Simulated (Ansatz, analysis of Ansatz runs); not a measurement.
**MgH2(100): segregation of V_Mg**

Question: does neutral V_Mg prefer the (100) surface of MgH2 or the inside, and by how much? The same defect is put at one site in each of several layers from the top towards the middle of one slab. Model: a cell of 72 host atoms with 1 Mg taken out.

Method: plane-wave PAW DFT, PBEsol and HSE06; a slab with vacuum, neutral defects, in Ansatz 0.2.0.

### 1. Starting point

The cell holds 71 atoms: 23 Mg and 48 H. Its edges and angles: a = 8.978 Å, b = 8.953 Å, c = 21.000 Å, α = 90.0°, β = 90.0°, γ = 90.0°. It derives from MgH2 (space group P4_2/mnm), repeated 3×2×1. Vacuum lies along c. Nearest the centre at fractional (0.667, 0.484, 0.662): H34 at 1.88 Å, H57 at 1.88 Å, H33 at 1.88 Å, H71 at 2.02 Å, H47 at 2.02 Å, Mg63 at 2.99 Å, Mg16 at 2.99 Å, H46 at 3.44 Å.

As a file:

```xyz
71
Lattice="0.0000 8.9776 0.0000 -8.9534 0.0000 0.0000 0.0000 0.0000 21.0000" Properties=species:S:1:pos:R:3
Mg   -2.0857    1.4919    7.1134
Mg    0.0634    2.9901    9.3876
Mg   -2.1770    1.4960   11.6231
Mg    0.1515    2.9892   13.8864
H    -3.2001    2.9878    7.8998
H    -3.5237    1.4972   10.2261
H    -1.4753    2.9864    6.1497
H    -0.9026    1.4955    8.5784
H    -3.1384    2.9926   12.4338
H    -3.7249    1.4957   14.8612
H    -1.2877    2.9935   10.7779
H    -0.9588    1.4932   13.0918
Mg   -6.5694    1.5028    7.1125
Mg   -4.4133    2.9919    9.3779
Mg   -6.6492    1.4926   11.6206
Mg   -4.3263    2.9915   13.8940
H    -7.6748    2.9942    7.9161
H    -8.0035    1.4897   10.2310
H    -5.9807    2.9999    6.1416
H    -5.3783    1.4950    8.5729
H    -7.6135    2.9895   12.4251
H    -8.2128    1.4920   14.8586
H    -5.7638    2.9882   10.7707
H    -5.4372    1.4948   13.0998
Mg   -2.0815    4.4838    7.1144
Mg    0.0675    5.9829    9.3891
Mg   -2.1767    4.4884   11.6255
Mg    0.1522    5.9822   13.8899
H    -3.1910    5.9788    7.9145
H    -3.5281    4.4856   10.2331
H    -1.4863    5.9818    6.1477
H    -0.9023    4.4876    8.5825
H    -3.1347    5.9838   12.4411
H    -3.7456    4.4888   14.8704
H    -1.2881    5.9842   10.7773
H    -0.9619    4.4879   13.1026
Mg   -6.5714    4.4959    7.1149
Mg   -4.4135    5.9830    9.3808
Mg   -6.6472    4.4854   11.6225
H    -7.6747    5.9894    7.9128
H    -8.0010    4.4862   10.2336
H    -5.9743    5.9925    6.1445
H    -5.3752    4.4880    8.5697
H    -7.6153    5.9821   12.4263
H    -8.1876    4.4852   14.8478
H    -5.7636    5.9830   10.7729
H    -5.4291    4.4876   13.0882
Mg   -2.0877    7.4759    7.1187
Mg    0.0572    8.9752    9.3817
Mg   -2.1794    7.4800   11.6224
Mg    0.1476    8.9734   13.8879
H    -3.1902    8.9746    7.9145
H    -3.5268    7.4801   10.2292
H    -1.4903    8.9718    6.1471
H    -0.9004    7.4753    8.5791
H    -3.1432    8.9765   12.4314
H    -3.7401    7.4811   14.8706
H    -1.2906    8.9761   10.7758
H    -0.9573    7.4800   13.0903
Mg   -6.5668    7.4900    7.1127
Mg   -4.4123    8.9774    9.3806
Mg   -6.6499    7.4787   11.6227
Mg   -4.3276    8.9770   13.8965
H    -7.6798    8.9792    7.9057
H    -8.0013    7.4843   10.2317
H    -5.9639    8.9867    6.1454
H    -5.3745    7.4808    8.5709
H    -7.6091    8.9745   12.4339
H    -8.2068    7.4775   14.8614
H    -5.7580    8.9749   10.7773
H    -5.4369    7.4773   13.0981
```

The cell's shortest repeat is 9.0 Å.

### 2. The clean slab

The slab is cut stoichiometric, symmetric and without a dipole, at the in-plane lattice of the database's bulk structure, and all its atoms relax. Miller indices refer to pymatgen's conventional standard cell, whose axes can be ordered otherwise than in the space-group symbol.

Input file slab/input.yaml:

```yaml
crystal:
  lattice:
    - [0.0, 2.992537, 0.0]
    - [-4.476694, 0.0, 0.0]
    - [0.0, 0.0, 21.0]
  atoms:
    - { symbol: Mg, position: [0.5, 0.5, 0.3401181] }
    - { symbol: Mg, position: [1.0, 0.0, 0.446706] }
    - { symbol: Mg, position: [0.5, 0.5, 0.553294] }
    - { symbol: Mg, position: [1.0, 0.0, 0.6598819] }
    - { symbol: H, position: [1.0, 0.695572, 0.3818093] }
    - { symbol: H, position: [0.5, 0.804428, 0.4883973] }
    - { symbol: H, position: [1.0, 0.304428, 0.2984268] }
    - { symbol: H, position: [0.5, 0.195572, 0.4050148] }
    - { symbol: H, position: [1.0, 0.695572, 0.5949852] }
    - { symbol: H, position: [0.5, 0.804428, 0.7015732] }
    - { symbol: H, position: [1.0, 0.304428, 0.5116027] }
    - { symbol: H, position: [0.5, 0.195572, 0.6181907] }
basis:
  ecutwfc: 420
  xc_grid: 2
hamiltonian:
  xc: pbesol
  pseudopotentials: { kind: paw, azcp: { folder: soft_1 }, xc_functional: pbe }
kpoints:
  mp_grid: { grid: [6, 4, 1] }
scf:
  occupations: { method: fermi_dirac, width: 0.01 }
  max_iter: 80
relax:
  f_tol: 0.01
  max_steps: 100
  random_displacement: { amplitude: 0.03, seed: 6036 }
output:
  forces: true
  eigenvalues: true
```

Started as:

```sh
ansatz run input.yaml --threads 32 --pin off --max-ram 84787MiB --backend cuda --events-out ev --progress --plain --runs-dir out --max-vram 78GiB
```

Numbers of over 12 decimals in the logs are rounded to 6 here.

Output:

```text
[...]
Engine: ansatz 0.2.0, aarch64-unknown-linux-gnu
[...]
Pseudopotential: Mg, paw, valence charge 10, recommended cutoff 420 eV (normal), soft_1/Mg.paw.azcp
Pseudopotential: H, paw, valence charge 1, recommended cutoff 420 eV (normal), soft_1/H.paw.azcp
Functional definition: PBEsol
[...]
Crystal: 12 atoms, lattice volume = 281.330 Å³
Basis set: ecut = 420 eV, 5435 PW (Γ), exchange–correlation on 48×60×288 points (8 copies of the dense FFT grid, shifted against one another)
Bands: 36, of which v1, the nominal top of the filled ones, is band 24 counted from 1 (23 counted from 0)
[...]
k-points: 14 of 24 (time reversal used)
[...]
Functional: x = pbesol(κ = 0.804, μ = 0.123457), c = pbesol(β = 0.046)
SCF iter   1: F=—  HF=-7777.202779 eV  |F-HF|=—  |Δ(HF+E_count)|=         —  Δρ=5.26e-2  dr2=8.16e0  ethr=3.10e-3  ⟨swp⟩=8.1  Hψ=2654  notcnv=0  defer=6
[...]
SCF iter   5: F=-7774.495713 eV  HF=-7774.495713 eV  |F-HF|=4.88e-9  |Δ(HF+E_count)|=   9.74e-8  Δρ=1.16e-6  dr2=4.72e-9  ethr=2.08e-10  ⟨swp⟩=10.6  Hψ=2198  notcnv=0
SCF 5 converged in 5 iterations: F = -7774.495713 eV  dr2 = 4.72e-9
relax step   5: F+E_penalty+E_count = -7774.49571276 eV  Δ(F+E_penalty+E_count) = -3.230e-4 eV  max|allowed force component| = 3.227e-3 eV/Å  Δτ_max = 0.0129 Å  (5 SCF iters, accepted)
SCF converged after 5 iterations
Free energy (F): -7774.495713 eV
[...]
Fermi energy:    -0.636588 eV
--- Per-component energies (eV) ---
[...]
--- Forces (eV/Å), atoms counted from 1 ---
[...]
--- Band table (eV; the first three rows and the last of 14) ---
[...]
--- Relaxed structure (5 steps of the walk, 5 accepted, 0 SCFs on fresh bases) ---
[...]
```

Elapsed: 2.9 s, on 1 × NVIDIA GB200 with 32 threads of Arm Neoverse V2, shared host; peak memory 1.1 GiB; 13 s of CPU time.

Relaxation path:

| step | energy less that of the first step (eV) | largest force component (eV/Å) |
| --- | --- | --- |
| 1 | 0.0000 | 0.7687 |
| 2 | -0.1980 | 0.2151 |
| 3 | -0.2179 | 0.1414 |
| 4 | -0.2218 | 0.0234 |
| 5 | -0.2221 | 0.0032 |

The atoms that moved most (Å, from the sites as typed, ahead of the random displacement, the mean shift of all atoms taken out):

| atom | dx | dy | dz | length |
| --- | --- | --- | --- | --- |
| H10 | -0.141 | 0.000 | 0.128 | 0.190 |
| H7 | -0.141 | 0.000 | -0.128 | 0.190 |
| Mg4 | 0.140 | 0.000 | 0.033 | 0.144 |
| Mg1 | 0.140 | 0.000 | -0.033 | 0.144 |
| H5 | -0.089 | 0.000 | -0.107 | 0.139 |
| H12 | -0.088 | 0.000 | 0.107 | 0.139 |
| H11 | 0.065 | 0.000 | 0.027 | 0.071 |
| H6 | 0.065 | 0.000 | -0.027 | 0.071 |

Final coordinates:

```
Mg H
1.0
     0.00000    2.99254    0.00000
    -4.47669    0.00000    0.00000
     0.00000    0.00000   21.00000
Mg H
4 8
Direct
  0.49954 0.46680 0.33870
  0.99956 0.98582 0.44681
  0.49960 0.48580 0.55350
  0.99960 0.96675 0.66161
  0.99958 0.71342 0.37686
  0.49956 0.78789 0.48728
  0.99952 0.33407 0.29251
  0.49956 0.20038 0.40814
  0.99959 0.70033 0.59218
  0.49958 0.83405 0.70781
  0.99959 0.28789 0.51303
  0.49963 0.21335 0.62344
```

With the common shift taken out, atoms move by up to 0.19 Å from the bulk-cut sites, and by up to 0.13 Å along the normal.

On a dense mesh the slab's energy differs by under 1 meV an atom, so the sampling is kept; the layers are compared at one sampling, where most of this error should cancel, which was not tested.

### 3. Does the supercell reconstruct?

The clean supercell is relaxed from displaced atoms, since a reconstruction that only the larger cell allows would otherwise be counted to the defect.

Input file pristine.relax/input.yaml:

```yaml
crystal:
  lattice:
    - [0.0, 8.977611, 0.0]
    - [-8.953388, 0.0, 0.0]
    - [0.0, 0.0, 21.0]
  atoms:
    - { symbol: Mg, position: [0.16651336, 0.23339778, 0.33870101] }
    - { symbol: Mg, position: [0.33318599, -0.00709088, 0.44680841] }
    - { symbol: Mg, position: [0.16653311, 0.24289827, 0.55350069] }
    - { symbol: Mg, position: [0.33319904, -0.0166241, 0.66161018] }
[... 62 atom lines left out ...]
    - { symbol: H, position: [0.99984015, 0.66703358, 0.29250713] }
    - { symbol: H, position: [0.83318794, 0.6001918, 0.40813629] }
    - { symbol: H, position: [0.99986463, 0.85016503, 0.59217756] }
    - { symbol: H, position: [0.83319351, 0.91702505, 0.70780766] }
    - { symbol: H, position: [0.99986244, 0.64394433, 0.51303286] }
    - { symbol: H, position: [0.83321027, 0.60667558, 0.62344436] }
basis:
  ecutwfc: 420
  xc_grid: 2
hamiltonian:
  xc: pbesol
  pseudopotentials: { kind: paw, azcp: { folder: soft_1 }, xc_functional: pbe }
kpoints:
  mp_grid: { grid: [2, 2, 1] }
scf:
  occupations: { method: fermi_dirac, width: 0.01 }
  max_iter: 80
output:
  forces: true
relax:
  f_tol: 0.015
  max_steps: 80
  random_displacement: { amplitude: 0.05, seed: 6045 }
```

Output:

```text
[...]
Crystal: 72 atoms, lattice volume = 1687.981 Å³
Basis set: ecut = 420 eV, 32941 PW (Γ), exchange–correlation on 128×120×288 points (8 copies of the dense FFT grid, shifted against one another)
Bands: 216, of which v1, the nominal top of the filled ones, is band 144 counted from 1 (143 counted from 0)
[...]
k-points: 4
[...]
SCF 1 converged in 7 iterations: F = -46646.582830 eV  dr2 = 8.14e-7
[...]
relax step   1: F+E_penalty+E_count = -46646.58283042 eV  Δ(F+E_penalty+E_count) = +0.000e0 eV  max|allowed force component| = 5.226e-1 eV/Å  Δτ_max = 0.0000 Å  (7 SCF iters, dr2 threshold 5.63e-6 eV, [...]
[...]
SCF 4 converged in 4 iterations: F = -46646.973548 eV  dr2 = 2.26e-9
relax step   4: F+E_penalty+E_count = -46646.97354847 eV  Δ(F+E_penalty+E_count) = -1.641e-6 eV  max|allowed force component| = 1.206e-2 eV/Å  Δτ_max = 0.0000 Å  (4 SCF iters, accepted)
SCF converged after 4 iterations
[...]
```

Wall time 3 s (1 × NVIDIA GB200 with 32 threads); peak memory 1.1 GiB.

Atoms end at most 0.03 Å from the small cell's positions, so the small cell's structure is at least a local minimum.

### 4. The defect, layer by layer

Each layer's defect is relaxed from random displacements, at more than one total moment, because the electrons or holes left behind may pair or not. Layer 1 is shown in full.

Input file layer1_M0.relax/input.yaml:

```yaml
crystal:
  lattice:
    - [0.0, 8.977611, 0.0]
    - [-8.953388, 0.0, 0.0]
    - [0.0, 0.0, 21.0]
  atoms:
    - { symbol: Mg, position: [0.16617935, 0.23294807, 0.33873202] }
    - { symbol: Mg, position: [0.33306523, -0.00707669, 0.44702726] }
    - { symbol: Mg, position: [0.16664086, 0.24315168, 0.55348284] }
    - { symbol: Mg, position: [0.33295866, -0.01692247, 0.66125874] }
    - { symbol: H, position: [0.33280653, 0.35741409, 0.37617896] }
    - { symbol: H, position: [0.16677075, 0.39356401, 0.48695808] }
    - { symbol: H, position: [0.33265391, 0.16477165, 0.29284469] }
    - { symbol: H, position: [0.16657958, 0.10080977, 0.4084932] }
    - { symbol: H, position: [0.3333431, 0.35052851, 0.59208612] }
    - { symbol: H, position: [0.16660443, 0.41603015, 0.70767831] }
    - { symbol: H, position: [0.33343694, 0.1438245, 0.5132314] }
    - { symbol: H, position: [0.16632228, 0.10708947, 0.6234175] }
    - { symbol: Mg, position: [0.1673957, 0.73373603, 0.33869149] }
    - { symbol: Mg, position: [0.33325781, 0.4929219, 0.44656815] }
    - { symbol: Mg, position: [0.16625319, 0.74264078, 0.55336321] }
    - { symbol: Mg, position: [0.33321837, 0.48320551, 0.66162101] }
    - { symbol: H, position: [0.33351867, 0.85719173, 0.3769558] }
    - { symbol: H, position: [0.16594056, 0.8939059, 0.48718858] }
    - { symbol: H, position: [0.33415061, 0.66798458, 0.29245585] }
    - { symbol: H, position: [0.16652927, 0.60069475, 0.40823386] }
    - { symbol: H, position: [0.33299864, 0.85034507, 0.59167287] }
    - { symbol: H, position: [0.16618873, 0.91728458, 0.70755195] }
    - { symbol: H, position: [0.3328451, 0.64375823, 0.51289138] }
    - { symbol: H, position: [0.16650303, 0.60727825, 0.62380034] }
    - { symbol: Mg, position: [0.49944798, 0.23248168, 0.33878191] }
    - { symbol: Mg, position: [0.66642314, -0.00753748, 0.44710142] }
    - { symbol: Mg, position: [0.49995786, 0.24311004, 0.55359594] }
    - { symbol: Mg, position: [0.66634561, -0.01699906, 0.66142355] }
    - { symbol: H, position: [0.6659678, 0.35639708, 0.37688033] }
    - { symbol: H, position: [0.49964025, 0.39405405, 0.48729257] }
    - { symbol: H, position: [0.66630595, 0.16600491, 0.29274813] }
    - { symbol: H, position: [0.49986196, 0.10077433, 0.40869184] }
    - { symbol: H, position: [0.66652409, 0.35011242, 0.59243313] }
    - { symbol: H, position: [0.49999715, 0.41834329, 0.70811432] }
    - { symbol: H, position: [0.66656577, 0.14387092, 0.51320271] }
    - { symbol: H, position: [0.49990175, 0.10743834, 0.6239332] }
    - { symbol: Mg, position: [0.50079306, 0.73395814, 0.33880489] }
    - { symbol: Mg, position: [0.66643828, 0.49294589, 0.44670484] }
    - { symbol: Mg, position: [0.49961989, 0.74241807, 0.55345078] }
    - { symbol: H, position: [0.66715193, 0.85718505, 0.37680212] }
    - { symbol: H, position: [0.49970623, 0.89362633, 0.48731548] }
    - { symbol: H, position: [0.66749728, 0.66726882, 0.29259688] }
    - { symbol: H, position: [0.499912, 0.60035215, 0.40808199] }
    - { symbol: H, position: [0.66634033, 0.85054811, 0.59172985] }
    - { symbol: H, position: [0.49959394, 0.91447357, 0.70703866] }
    - { symbol: H, position: [0.66643666, 0.64373595, 0.51299317] }
    - { symbol: H, position: [0.49986477, 0.60637083, 0.62324933] }
    - { symbol: Mg, position: [0.83272413, 0.23317147, 0.33898567] }
    - { symbol: Mg, position: [0.99973607, -0.00638458, 0.44674663] }
    - { symbol: Mg, position: [0.8331813, 0.24341232, 0.55344546] }
    - { symbol: Mg, position: [0.9995307, -0.01648313, 0.66132707] }
    - { symbol: H, position: [0.99966066, 0.35631184, 0.37688266] }
    - { symbol: H, position: [0.83319383, 0.39390837, 0.48710331] }
    - { symbol: H, position: [0.9993546, 0.16644886, 0.2927209] }
    - { symbol: H, position: [0.83265788, 0.10056948, 0.40853056] }
    - { symbol: H, position: [0.99987848, 0.35106154, 0.59197218] }
    - { symbol: H, position: [0.83330536, 0.41772579, 0.70812172] }
    - { symbol: H, position: [0.99983404, 0.14414686, 0.51313201] }
    - { symbol: H, position: [0.83318526, 0.10692158, 0.62334859] }
    - { symbol: Mg, position: [0.83430191, 0.73344229, 0.33870237] }
    - { symbol: Mg, position: [0.9999782, 0.49280319, 0.44669323] }
    - { symbol: Mg, position: [0.83303676, 0.74272377, 0.5534618] }
    - { symbol: Mg, position: [0.99993179, 0.48335037, 0.66174001] }
    - { symbol: H, position: [1.00017854, 0.85775691, 0.3764603] }
    - { symbol: H, position: [0.8336639, 0.89366629, 0.48722391] }
    - { symbol: H, position: [1.00100961, 0.66610346, 0.29264017] }
    - { symbol: H, position: [0.83326851, 0.60028038, 0.40813657] }
    - { symbol: H, position: [0.99965634, 0.84985634, 0.59208898] }
    - { symbol: H, position: [0.83290779, 0.9166085, 0.7076862] }
    - { symbol: H, position: [0.9996958, 0.64310497, 0.51320336] }
    - { symbol: H, position: [0.83288238, 0.60723975, 0.62372067] }
basis:
  ecutwfc: 420
  xc_grid: 2
hamiltonian:
  xc: pbesol
  pseudopotentials: { kind: paw, azcp: { folder: soft_1 }, xc_functional: pbe }
kpoints:
  mp_grid: { grid: [2, 2, 1] }
scf:
  occupations: { method: fermi_dirac, width: 0.01 }
  max_iter: 100
output:
  forces: true
relax:
  f_tol: 0.03
  max_steps: 90
  random_displacement: { amplitude: 0.05, seed: 6037 }
```

Output:

```text
[... repeated set-up lines and file paths are left out, and long positions are rounded to six places ...]
[...]
Crystal: 71 atoms, lattice volume = 1687.981 Å³
Basis set: ecut = 420 eV, 32941 PW (Γ), exchange–correlation on 128×120×288 points (8 copies of the dense FFT grid, shifted against one another)
Bands: 210, of which v1, the nominal top of the filled ones, is band 139 counted from 1 (138 counted from 0)
[...]
k-points: 4
[...]
SCF 1 converged in 17 iterations: F = -44728.626151 eV  dr2 = 1.72e-5
[...]
relax step   1: F+E_penalty+E_count = -44728.62615059 eV  Δ(F+E_penalty+E_count) = +0.000e0 eV  max|allowed force component| = 6.251e-1 eV/Å  Δτ_max = 0.0000 Å  (17 SCF iters, dr2 threshold 2.25e-5 eV [...]
[...]
relax step   8: F+E_penalty+E_count = -44731.18787696 eV  Δ(F+E_penalty+E_count) = -6.716e-1 eV  max|allowed force component| = 2.809e0 eV/Å  Δτ_max = 0.1631 Å  (6 SCF iters, dr2 threshold 1.00e-4 eV, [...]
[...]
relax step  28: F+E_penalty+E_count = -44733.72704014 eV  Δ(F+E_penalty+E_count) = -1.267e-2 eV  max|allowed force component| = 2.954e-2 eV/Å  Δτ_max = 0.1901 Å  (5 SCF iters, dr2 threshold 2.61e-6 eV [...]
[...]
SCF 31 converged in 5 iterations: F = -44733.717461 eV  dr2 = 2.64e-6
[...]
```

Run time: 25 s. Hardware: 1 × NVIDIA GB200 with 32 threads; peak memory 1.2 GiB.

The steps of the relaxation (22 of 32):

| step | energy less that of the first step (eV) | largest force component (eV/Å) |
| --- | --- | --- |
| 1 | 0.0000 | 0.6251 |
| 2 | -0.5075 | 0.2893 |
| 4 | -0.7884 | 0.4664 |
| 5 | -1.0970 | 1.0533 |
| 7 | -1.8901 | 2.1143 |
| 8 | -2.5617 | 2.8088 |
| 10 | -3.8729 | 0.2320 |
| 11 | -3.9756 | 0.2696 |
| 13 | -4.1441 | 0.8404 |
| 14 | -4.2699 | 0.2247 |
| 16 | -4.5421 | 0.3444 |
| 17 | -4.7203 | 0.1446 |
| 19 | -4.9252 | 0.1315 |
| 20 | -4.9951 | 0.0704 |
| 22 | -5.0259 | 0.0771 |
| 23 | -5.0335 | 0.0520 |
| 25 | -5.0552 | 0.3211 |
| 26 | -5.0698 | 0.3056 |
| 28 | -5.1009 | 0.0295 |
| 29 | -5.1009 | 0.0296 |
| 31 | -5.0913 | 0.1035 |
| 32 | -5.1065 | 0.0167 |

Relaxation step 31 was tried and not accepted.

The atoms that moved most (Å, from the sites as typed, ahead of the random displacement, the mean shift of all atoms taken out):

| atom | dx | dy | dz | length |
| --- | --- | --- | --- | --- |
| H57 | -1.355 | -0.202 | -1.681 | 2.169 |
| Mg63 | 0.211 | 2.014 | -0.543 | 2.097 |
| H34 | 1.613 | 1.274 | 0.092 | 2.058 |
| Mg16 | 1.179 | 1.644 | 0.046 | 2.024 |
| H10 | 0.711 | 1.351 | -0.234 | 1.545 |
| H47 | 0.412 | -0.395 | 0.253 | 0.624 |
| Mg28 | -0.475 | -0.081 | 0.366 | 0.605 |
| H71 | -0.215 | 0.097 | 0.537 | 0.586 |

Neighbours of the ideal centre at the end:

| atom | distance (Å) |
| --- | --- |
| H57 | 1.665 |
| Mg16 | 1.789 |
| H33 | 1.962 |
| H47 | 2.086 |
| H71 | 2.089 |
| H34 | 2.450 |
| H46 | 3.193 |
| Mg39 | 3.305 |
| Mg50 | 3.313 |

Among the atoms that came to bonding distance: H71–H57 0.77 Å (from 2.45).

All relaxations:

| layer | depth (Å) | moment (μB) | outcome | structures computed | largest displacement from the input (Å) | time |
| --- | --- | --- | --- | --- | --- | --- |
| 1 | 0.97 | 0 | converged | 32 | 2.17 | 25 s |
| 1 | 0.97 | 2 | converged | 23 | 2.88 | 46 s |
| 2 | 3.25 | 0 | converged | 32 | 2.90 | 36 s |
| 2 | 3.25 | 2 | converged | 33 | 1.58 | 31 s |

The relaxation ends 72 meV an atom lower than the displaced start, with a largest force component of 0.017 eV/Å.

(Part 1 of 2 ends here.)

[Logs are printed without paths, hosts, clocks, repeated set-up lines and the standing remarks that a program may print on its own settings, such as how far it seeks lower states.]

[Hosts, paths, dates, database ids (printed as entryN), source tags and the programs' standing remarks are cut or masked in the printed files.]

[Maps of the electrostatic potential energy from Ansatz leave out the sawtooth potential of an applied field or a dipole correction, so their vacuum need not be flat.]
